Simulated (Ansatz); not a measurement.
# Resistivity from frozen vibrations: Zn(0001) with 2 thermally displaced layers, 2x2, part 2 of 2

Aim: the resistivity of Zn at 300 K from frozen thermal displacements between perfect leads. The measured value for the pure metal at this temperature is 6.06 µΩ cm (CRC Handbook of Chemistry and Physics, 84th ed., 2003, Electrical Resistivity of Pure Metals).

Ansatz 0.2.0; Ansatz plane-wave DFT, PBE, PAW files; ballistic transport by layer matching (Landauer), zero bias; PAW set soft_1.

So far, open channels per spin nearest the Fermi level: step 2 (with 2 displaced layers) 2.77.

## 3. With 6 displaced layers

Each atom of 6 layers is moved at random, by amounts drawn from a normal law 0.0803 Å wide in each direction from the Debye model (327 K) at 300 K. A fresh draw is used; the growth of the resistance with length is what counts.

System of this step: Zn(0001) with 6 thermally displaced layers, 2x2. The cell holds 64 atoms: 64 Zn. Its edges and angles: a = 5.330 Å, b = 5.330 Å, c = 39.574 Å, α = 90.0°, β = 90.0°, γ = 120.0°. It derives from Zn. Regions: lead, 40 atoms (40 Zn); scattering region, 24 atoms (24 Zn). The structure is stacked along c, and the current runs across the ab planes.

input.yaml reads:

```yaml
crystal:
  lattice:
    - [5.3296, 0.0, 0.0]
    - [-2.6648, 4.615568992, 0.0]
    - [0.0, 0.0, 39.5736]
  atoms:
    - { symbol: Zn, position: [0.1666666667, 0.3333333333, 0.03125] }
    - { symbol: Zn, position: [0.1666666667, 0.8333333333, 0.03125] }
    - { symbol: Zn, position: [0.6666666667, 0.3333333333, 0.03125] }
    - { symbol: Zn, position: [0.6666666667, 0.8333333333, 0.03125] }
    - { symbol: Zn, position: [0.3333333333, 0.1666666667, 0.09375] }
    - { symbol: Zn, position: [0.3333333333, 0.6666666667, 0.09375] }
    - { symbol: Zn, position: [0.8333333333, 0.1666666667, 0.09375] }
    - { symbol: Zn, position: [0.8333333333, 0.6666666667, 0.09375] }
    - { symbol: Zn, position: [0.1666666667, 0.3333333333, 0.15625] }
    - { symbol: Zn, position: [0.1666666667, 0.8333333333, 0.15625] }
    - { symbol: Zn, position: [0.6666666667, 0.3333333333, 0.15625] }
    - { symbol: Zn, position: [0.6666666667, 0.8333333333, 0.15625] }
    - { symbol: Zn, position: [0.3333333333, 0.1666666667, 0.21875] }
    - { symbol: Zn, position: [0.3333333333, 0.6666666667, 0.21875] }
    - { symbol: Zn, position: [0.8333333333, 0.1666666667, 0.21875] }
    - { symbol: Zn, position: [0.8333333333, 0.6666666667, 0.21875] }
    - { symbol: Zn, position: [0.1666666667, 0.3333333333, 0.28125] }
    - { symbol: Zn, position: [0.1666666667, 0.8333333333, 0.28125] }
    - { symbol: Zn, position: [0.6666666667, 0.3333333333, 0.28125] }
    - { symbol: Zn, position: [0.6666666667, 0.8333333333, 0.28125] }
    - { symbol: Zn, position: [0.3477640319, 0.1683023154, 0.3422412906] }
    - { symbol: Zn, position: [0.3154635899, 0.6587030418, 0.3441968202] }
    - { symbol: Zn, position: [0.8163014496, 0.1630273793, 0.3434269005] }
    - { symbol: Zn, position: [0.8433497725, 0.6704013581, 0.3444711226] }
    - { symbol: Zn, position: [0.1556876972, 0.3310782839, 0.4078408438] }
    - { symbol: Zn, position: [0.1782159078, 0.8114278061, 0.4093220556] }
    - { symbol: Zn, position: [0.6937421247, 0.3469267784, 0.4067866336] }
    - { symbol: Zn, position: [0.6746201898, 0.8587003305, 0.4102277581] }
    - { symbol: Zn, position: [0.3719193892, 0.1895471607, 0.4694751967] }
    - { symbol: Zn, position: [0.315088463, 0.6665891726, 0.4700821196] }
    - { symbol: Zn, position: [0.8173583938, 0.173541096, 0.4696222798] }
    - { symbol: Zn, position: [0.833520046, 0.6460650953, 0.4674072725] }
    - { symbol: Zn, position: [0.1499145087, 0.3129808362, 0.534779527] }
    - { symbol: Zn, position: [0.1620563678, 0.8390568267, 0.5307253043] }
    - { symbol: Zn, position: [0.7020113392, 0.3563052938, 0.5325351998] }
    - { symbol: Zn, position: [0.6339182848, 0.834238546, 0.5326373367] }
    - { symbol: Zn, position: [0.3430850953, 0.1559161702, 0.5974472272] }
    - { symbol: Zn, position: [0.3076832651, 0.6551572418, 0.5956474044] }
    - { symbol: Zn, position: [0.8514915106, 0.2015047781, 0.5941325433] }
    - { symbol: Zn, position: [0.8205083248, 0.6600977253, 0.5915358452] }
    - { symbol: Zn, position: [0.1528994769, 0.3443013852, 0.6574293022] }
    - { symbol: Zn, position: [0.1796077913, 0.8202045189, 0.6596775385] }
    - { symbol: Zn, position: [0.6760324725, 0.3607252701, 0.6553717905] }
    - { symbol: Zn, position: [0.6577578179, 0.8376791598, 0.6583430256] }
    - { symbol: Zn, position: [0.3333333333, 0.1666666667, 0.71875] }
    - { symbol: Zn, position: [0.3333333333, 0.6666666667, 0.71875] }
    - { symbol: Zn, position: [0.8333333333, 0.1666666667, 0.71875] }
    - { symbol: Zn, position: [0.8333333333, 0.6666666667, 0.71875] }
    - { symbol: Zn, position: [0.1666666667, 0.3333333333, 0.78125] }
    - { symbol: Zn, position: [0.1666666667, 0.8333333333, 0.78125] }
    - { symbol: Zn, position: [0.6666666667, 0.3333333333, 0.78125] }
    - { symbol: Zn, position: [0.6666666667, 0.8333333333, 0.78125] }
    - { symbol: Zn, position: [0.3333333333, 0.1666666667, 0.84375] }
    - { symbol: Zn, position: [0.3333333333, 0.6666666667, 0.84375] }
    - { symbol: Zn, position: [0.8333333333, 0.1666666667, 0.84375] }
    - { symbol: Zn, position: [0.8333333333, 0.6666666667, 0.84375] }
    - { symbol: Zn, position: [0.1666666667, 0.3333333333, 0.90625] }
    - { symbol: Zn, position: [0.1666666667, 0.8333333333, 0.90625] }
    - { symbol: Zn, position: [0.6666666667, 0.3333333333, 0.90625] }
    - { symbol: Zn, position: [0.6666666667, 0.8333333333, 0.90625] }
    - { symbol: Zn, position: [0.3333333333, 0.1666666667, 0.96875] }
    - { symbol: Zn, position: [0.3333333333, 0.6666666667, 0.96875] }
    - { symbol: Zn, position: [0.8333333333, 0.1666666667, 0.96875] }
    - { symbol: Zn, position: [0.8333333333, 0.6666666667, 0.96875] }
kpoints:
  mp_grid: { grid: [5, 5, 1] }
hamiltonian:
  xc: pbe
  pseudopotentials: { kind: paw, azcp: { folder: soft_1 } }
scf:
  occupations: { method: fermi_dirac, width: 0.1 }
output:
  transmission:
    leads: [[0, 8]]
    kmesh: [10, 10]
    e_range: [-0.05, 0.05]
    de: 0.05
  write_potential: true
  write_density: true
  volumetric_format: npy
```

On the command line:

```console
ansatz run input.yaml --threads 4 --pin off --max-ram 15360MiB --backend cpu --events-out ev --progress --plain --runs-dir out
```

Numbers of over 12 decimals in the logs are rounded to 6 here.

The log of the run:

```text
[...]
Crystal: 64 atoms, lattice volume = 973.476 Å³
Basis set: ecut = 420 eV, 18967 PW (Γ)
Bands: 461, of which v1, the nominal top of the filled ones, is band 384 counted from 1 (383 counted from 0)
Symmetry: 1 space group operations
[...]
k-points: 13 of 25 (time reversal used)
[...]
SCF iter   1: F=—  HF=-212424.841505 eV  |F-HF|=—  |Δ(HF+E_count)|=         —  Δρ=5.59e-2  dr2=2.46e1  ethr=3.10e-3  ⟨swp⟩=6.0  Hψ=25783  notcnv=0  defer=286
[...]
SCF iter  13: F=-212418.072573 eV  HF=-212418.072573 eV  |F-HF|=4.67e-8  |Δ(HF+E_count)|=   3.62e-8  Δρ=1.88e-6  dr2=4.18e-8  ethr=1.30e-11  ⟨swp⟩=11.7  Hψ=24712  notcnv=0
SCF 1 converged in 13 iterations: F = -212418.072573 eV  dr2 = 4.18e-8
[...]
transmission: 321 of 3172 steps passed
transmission: 642 of 3172 steps passed
[...]
transmission: 3172 of 3172 steps passed
SCF converged after 13 iterations
Free energy (F): -212418.072573 eV
[...]
Internal energy: -212417.847821 eV  (E = F + TS)
E sigma→0 (E₀):  -212417.960197 eV
Entropy (-TS):   -0.224752 eV (-3.512 meV/atom)
Fermi energy:    11.069758 eV
[...]
--- Band table (eV; the first three rows and the last of 13) ---
  k-point 0: bands = [... 380 lower, 9.1496, 9.1877, 9.2194, 9.2996, 9.3498, 9.4353, 9.4737, 11.0677, ... 73 higher]
  k-point 1: bands = [... 380 lower, 10.2466, 10.2591, 10.2783, 10.3034, 10.3420, 10.3615, 11.0297, 11.4975, ... 73 higher]
  k-point 2: bands = [... 380 lower, 10.5281, 10.7161, 11.3313, 11.3628, 11.3668, 11.3985, 11.9382, 11.9613, ... 73 higher]
  k-point 12: bands = [... 380 lower, 10.1903, 10.2409, 10.2485, 10.3638, 10.3748, 10.6790, 10.7462, 11.7266, ... 73 higher]
--- Transmission ---
  basis      : 211 plane waves across, 61 finite elements along
  points     : 52, standing for a mesh of 10 x 10
[...]
channels       : 2.710000e0 a spin
[...]
junction   : crystal 0 to crystal 0, 0.70 to 35.32 Å
    transmission   : 2.566236e0 a spin
[...]
```

Run time: 22 min. Hardware: 4 threads of Arm Neoverse V1, shared host; peak memory 9 GiB; 80 min of CPU time.

Numbers from this step:

* free energy: -212418.0726 eV
* energy at zero smearing: -212417.9602 eV
* Fermi energy: 11.07 eV
* transmission per spin nearest the Fermi level: 2.566
* open channels per spin nearest the Fermi level: 2.71
* step of the lead's potential: 9.9 meV

Per spin. Transmission, zone mean against energy, zero at the Fermi level:

```
energy (eV)  transmission, zone mean
    -0.0500                     2.57
     0.0000                     2.57
     0.0500                     2.54
```

Over the solved energies the transmission per spin lies between 2.54 and 2.57, out of 2.75 channels of the lead on average (up to 2.77).

## 4. With 10 displaced layers

Each atom of 10 layers is moved at random, by amounts drawn from a normal law 0.0803 Å wide in each direction from the Debye model (327 K) at 300 K. A fresh draw is used; the growth of the resistance with length is what counts.

System of this step: Zn(0001) with 10 thermally displaced layers, 2x2. The cell holds 80 atoms: 80 Zn. Its edges and angles: a = 5.330 Å, b = 5.330 Å, c = 49.467 Å, α = 90.0°, β = 90.0°, γ = 120.0°. It derives from Zn. Regions: lead, 40 atoms (40 Zn); scattering region, 40 atoms (40 Zn). The structure is stacked along c, and the current runs across the ab planes.

input.yaml reads:

```yaml
crystal:
  lattice:
    - [5.3296, 0.0, 0.0]
    - [-2.6648, 4.615568992, 0.0]
    - [0.0, 0.0, 49.467]
  atoms:
    - { symbol: Zn, position: [0.1666666667, 0.3333333333, 0.025] }
    - { symbol: Zn, position: [0.1666666667, 0.8333333333, 0.025] }
    - { symbol: Zn, position: [0.6666666667, 0.3333333333, 0.025] }
    - { symbol: Zn, position: [0.6666666667, 0.8333333333, 0.025] }
    - { symbol: Zn, position: [0.3333333333, 0.1666666667, 0.075] }
    - { symbol: Zn, position: [0.3333333333, 0.6666666667, 0.075] }
    - { symbol: Zn, position: [0.8333333333, 0.1666666667, 0.075] }
    - { symbol: Zn, position: [0.8333333333, 0.6666666667, 0.075] }
    - { symbol: Zn, position: [0.1666666667, 0.3333333333, 0.125] }
    - { symbol: Zn, position: [0.1666666667, 0.8333333333, 0.125] }
    - { symbol: Zn, position: [0.6666666667, 0.3333333333, 0.125] }
    - { symbol: Zn, position: [0.6666666667, 0.8333333333, 0.125] }
    - { symbol: Zn, position: [0.3333333333, 0.1666666667, 0.175] }
    - { symbol: Zn, position: [0.3333333333, 0.6666666667, 0.175] }
    - { symbol: Zn, position: [0.8333333333, 0.1666666667, 0.175] }
    - { symbol: Zn, position: [0.8333333333, 0.6666666667, 0.175] }
    - { symbol: Zn, position: [0.1666666667, 0.3333333333, 0.225] }
    - { symbol: Zn, position: [0.1666666667, 0.8333333333, 0.225] }
    - { symbol: Zn, position: [0.6666666667, 0.3333333333, 0.225] }
    - { symbol: Zn, position: [0.6666666667, 0.8333333333, 0.225] }
    - { symbol: Zn, position: [0.3306657299, 0.1564794943, 0.2728227165] }
    - { symbol: Zn, position: [0.316589079, 0.6754124647, 0.2766066613] }
    - { symbol: Zn, position: [0.8215118241, 0.1479746065, 0.2764172624] }
    - { symbol: Zn, position: [0.8078381625, 0.6542605351, 0.276008136] }
    - { symbol: Zn, position: [0.1361241458, 0.3400554852, 0.3240557871] }
    - { symbol: Zn, position: [0.1676546821, 0.8320162598, 0.3253281046] }
    - { symbol: Zn, position: [0.6705288269, 0.3201390326, 0.3273067665] }
    - { symbol: Zn, position: [0.6849466867, 0.8480127987, 0.3268909945] }
    - { symbol: Zn, position: [0.3525429197, 0.1813521521, 0.3751227157] }
    - { symbol: Zn, position: [0.3106609017, 0.6643171193, 0.3737508001] }
    - { symbol: Zn, position: [0.8141447402, 0.171163291, 0.3740770391] }
    - { symbol: Zn, position: [0.8087437477, 0.6485202811, 0.3754357378] }
    - { symbol: Zn, position: [0.1835751094, 0.3563417689, 0.4249774115] }
    - { symbol: Zn, position: [0.1945628712, 0.8577302766, 0.4268671338] }
    - { symbol: Zn, position: [0.6417163447, 0.3547102704, 0.4255513258] }
    - { symbol: Zn, position: [0.6762811175, 0.8397920379, 0.425621353] }
    - { symbol: Zn, position: [0.3350238192, 0.1604222059, 0.4719129598] }
    - { symbol: Zn, position: [0.3247005196, 0.6526831452, 0.4767534949] }
    - { symbol: Zn, position: [0.8297085583, 0.1681189911, 0.473620783] }
    - { symbol: Zn, position: [0.8255392938, 0.6664660117, 0.4725887002] }
    - { symbol: Zn, position: [0.1702744501, 0.3314878626, 0.523075149] }
    - { symbol: Zn, position: [0.1349948277, 0.8422595387, 0.5245169137] }
    - { symbol: Zn, position: [0.6566265226, 0.3292246579, 0.5279487958] }
    - { symbol: Zn, position: [0.666669811, 0.8348403563, 0.5225859442] }
    - { symbol: Zn, position: [0.3661356571, 0.182629345, 0.5767320202] }
    - { symbol: Zn, position: [0.3420257247, 0.6826148488, 0.5756021805] }
    - { symbol: Zn, position: [0.8412485043, 0.1640187767, 0.5726073481] }
    - { symbol: Zn, position: [0.8320029625, 0.63300177, 0.5746104962] }
    - { symbol: Zn, position: [0.1545130942, 0.3151893999, 0.6259953201] }
    - { symbol: Zn, position: [0.1598478645, 0.8257325923, 0.6258438907] }
    - { symbol: Zn, position: [0.6715688029, 0.3574991435, 0.6255705384] }
    - { symbol: Zn, position: [0.6426063432, 0.7995065401, 0.6228770447] }
    - { symbol: Zn, position: [0.3492687495, 0.1657862449, 0.6745403859] }
    - { symbol: Zn, position: [0.3469348098, 0.6443508243, 0.6740492661] }
    - { symbol: Zn, position: [0.8313133227, 0.1768679048, 0.673922843] }
    - { symbol: Zn, position: [0.8101273813, 0.6387398885, 0.6761839972] }
    - { symbol: Zn, position: [0.1746689672, 0.3250452152, 0.7252651597] }
    - { symbol: Zn, position: [0.1430855943, 0.8251246137, 0.7272369115] }
    - { symbol: Zn, position: [0.688809897, 0.3735295972, 0.7237221022] }
    - { symbol: Zn, position: [0.6737092687, 0.8299318756, 0.7259185265] }
    - { symbol: Zn, position: [0.3333333333, 0.1666666667, 0.775] }
    - { symbol: Zn, position: [0.3333333333, 0.6666666667, 0.775] }
    - { symbol: Zn, position: [0.8333333333, 0.1666666667, 0.775] }
    - { symbol: Zn, position: [0.8333333333, 0.6666666667, 0.775] }
    - { symbol: Zn, position: [0.1666666667, 0.3333333333, 0.825] }
    - { symbol: Zn, position: [0.1666666667, 0.8333333333, 0.825] }
    - { symbol: Zn, position: [0.6666666667, 0.3333333333, 0.825] }
    - { symbol: Zn, position: [0.6666666667, 0.8333333333, 0.825] }
    - { symbol: Zn, position: [0.3333333333, 0.1666666667, 0.875] }
    - { symbol: Zn, position: [0.3333333333, 0.6666666667, 0.875] }
    - { symbol: Zn, position: [0.8333333333, 0.1666666667, 0.875] }
    - { symbol: Zn, position: [0.8333333333, 0.6666666667, 0.875] }
    - { symbol: Zn, position: [0.1666666667, 0.3333333333, 0.925] }
    - { symbol: Zn, position: [0.1666666667, 0.8333333333, 0.925] }
    - { symbol: Zn, position: [0.6666666667, 0.3333333333, 0.925] }
    - { symbol: Zn, position: [0.6666666667, 0.8333333333, 0.925] }
    - { symbol: Zn, position: [0.3333333333, 0.1666666667, 0.975] }
    - { symbol: Zn, position: [0.3333333333, 0.6666666667, 0.975] }
    - { symbol: Zn, position: [0.8333333333, 0.1666666667, 0.975] }
    - { symbol: Zn, position: [0.8333333333, 0.6666666667, 0.975] }
kpoints:
  mp_grid: { grid: [5, 5, 1] }
hamiltonian:
  xc: pbe
  pseudopotentials: { kind: paw, azcp: { folder: soft_1 } }
scf:
  occupations: { method: fermi_dirac, width: 0.1 }
output:
  transmission:
    leads: [[0, 8]]
    kmesh: [10, 10]
    e_range: [-0.05, 0.05]
    de: 0.05
  write_potential: true
  write_density: true
  volumetric_format: npy
```

The log of the run:

```text
[...]
Crystal: 80 atoms, lattice volume = 1216.845 Å³
Basis set: ecut = 420 eV, 23715 PW (Γ)
Bands: 576, of which v1, the nominal top of the filled ones, is band 480 counted from 1 (479 counted from 0)
Symmetry: 1 space group operations
[...]
k-points: 13 of 25 (time reversal used)
[...]
SCF iter   1: F=—  HF=-265530.641460 eV  |F-HF|=—  |Δ(HF+E_count)|=         —  Δρ=5.61e-2  dr2=3.08e1  ethr=3.10e-3  ⟨swp⟩=6.2  Hψ=33021  notcnv=0  defer=296
[...]
SCF iter  13: F=-265522.135029 eV  HF=-265522.135029 eV  |F-HF|=1.10e-7  |Δ(HF+E_count)|=   3.84e-8  Δρ=2.05e-6  dr2=9.89e-8  ethr=1.04e-11  ⟨swp⟩=12.2  Hψ=32679  notcnv=0
SCF 1 converged in 13 iterations: F = -265522.135029 eV  dr2 = 9.89e-8
[...]
transmission: 402 of 4004 steps passed
transmission: 804 of 4004 steps passed
[...]
transmission: 4004 of 4004 steps passed
SCF converged after 13 iterations
Free energy (F): -265522.135029 eV
[...]
Internal energy: -265521.761538 eV  (E = F + TS)
E sigma→0 (E₀):  -265521.948284 eV
Entropy (-TS):   -0.373491 eV (-4.669 meV/atom)
Fermi energy:    10.964359 eV
[...]
--- Band table (eV; the first three rows and the last of 13) ---
  k-point 0: bands = [... 476 lower, 9.1947, 9.2091, 9.2422, 9.2610, 9.2940, 9.3103, 9.4051, 10.4739, ... 92 higher]
  k-point 1: bands = [... 476 lower, 10.2527, 10.2625, 10.3110, 10.3769, 10.5495, 10.5596, 10.7617, 10.7920, ... 92 higher]
  k-point 2: bands = [... 476 lower, 10.6873, 10.7231, 11.5097, 11.5355, 11.5727, 11.5936, 11.6203, 11.6250, ... 92 higher]
  k-point 12: bands = [... 476 lower, 10.1799, 10.2461, 10.2676, 10.3590, 10.3626, 10.6827, 10.7508, 11.3233, ... 92 higher]
--- Transmission ---
  basis      : 211 plane waves across, 77 finite elements along
  points     : 52, standing for a mesh of 10 x 10
[...]
channels       : 3.010000e0 a spin
[...]
junction   : crystal 0 to crystal 0, 0.70 to 45.22 Å
    transmission   : 2.618630e0 a spin
[...]
```

It took 28 min on 4 threads; peak memory 9.5 GiB; 1.8 h of CPU time.

Numbers from this step:

* free energy: -265522.1350 eV
* energy at zero smearing: -265521.9483 eV
* Fermi energy: 10.96 eV
* transmission per spin nearest the Fermi level: 2.619
* open channels per spin nearest the Fermi level: 3.01
* step of the lead's potential: 2.7 meV

Per spin. Table of transmission, zone mean by energy, zero at the Fermi level:

```
energy (eV)  transmission, zone mean
    -0.0500                     2.57
     0.0000                     2.62
     0.0500                     2.56
```

Over the solved energies the transmission per spin lies between 2.56 and 2.62, out of 2.85 channels of the lead on average (up to 3.01).

## 5. The fit

This step: Ansatz plane-wave DFT, PBE, PAW files; ballistic transport by layer matching (Landauer), zero bias; resistivity from the slope of the area resistance; PAW set soft_1 (Ansatz 0.2.0).

Numbers from this step:

* resistivity: 4.741 µΩ cm
* intercept: 0.003897 fΩ m²
* scatter about the fit: 0.007999 fΩ m²

Resistance, by row:

```
run  length (Å)      T  channels N  RA (fΩ m²)
 n2       4.947  2.834        2.89     0.02169
 n6       14.84   2.56        2.75     0.08557
n10       24.73  2.582        2.85      0.1155
```

The area resistance by length of the displaced region:

```
length of the displaced region (Å)  area resistance (fΩ m²)
                              4.95                   0.0217
                             14.84                   0.0856
                             24.73                    0.116
```

The area resistance goes from 0.022 to 0.12 fΩ m² between 4.9 and 24.7 Å, a slope of 4.7 µΩ cm.

By hand from the end points: (0.1155 − 0.02169) fΩ m² / (24.73 − 4.95) Å = 4.7 µΩ cm, since 1 fΩ m² per Å is 1000 µΩ cm.

## 6. Outcome

```yaml
resistivity_from_the_slope: 4.74 µΩ cm
area_resistance_over_4p95_a: 0.0217 fΩ m²
area_resistance_over_14p8_a: 0.0856 fΩ m²
area_resistance_over_24p7_a: 0.116 fΩ m²
```

**Reading.** The slope gives 4.7 µΩ cm. The points scatter by 0.0080 fΩ m² about the line, with one random draw a length in a 2x2 cell, so the slope is a rough value. The mean square of the displacements drawn is 0.73, 0.99 and 0.93 of the nominal one at the three lengths; with each resistance scaled back by that, the slope is 4.8 µΩ cm, the value used below. The lead's own channel count moves between the runs (2.89, 2.75 and 2.85), which shifts RA and the slope too. The current runs along the hexagonal axis, while the measured value below is not for that direction. Read with a model of isotropic scattering on a spherical Fermi surface and the lead's 0.91×10¹⁵ S/m², this slope means a mean free path near 205 Å; over these lengths the model's slope is 1.20 times its bulk resistivity, which would be 4.0 µΩ cm. Uncorrelated displacements put too much weight on short waves, which scatter strongly; with the sideways repeat of a small cell, one draw and three short lengths, the method is good to a factor of two or three. The measured value is 6.06 µΩ cm (CRC Handbook of Chemistry and Physics, 84th ed., 2003, Electrical Resistivity of Pure Metals); the scaled slope is 0.79 times that and the corrected value 0.66: low.

[Logs are printed without paths, hosts, clocks, repeated set-up lines and the standing remarks that a program may print on its own settings, such as how far it seeks lower states.]

[Hosts, paths, dates, database ids (printed as entryN), source tags and the programs' standing remarks are cut or masked in the printed files.]
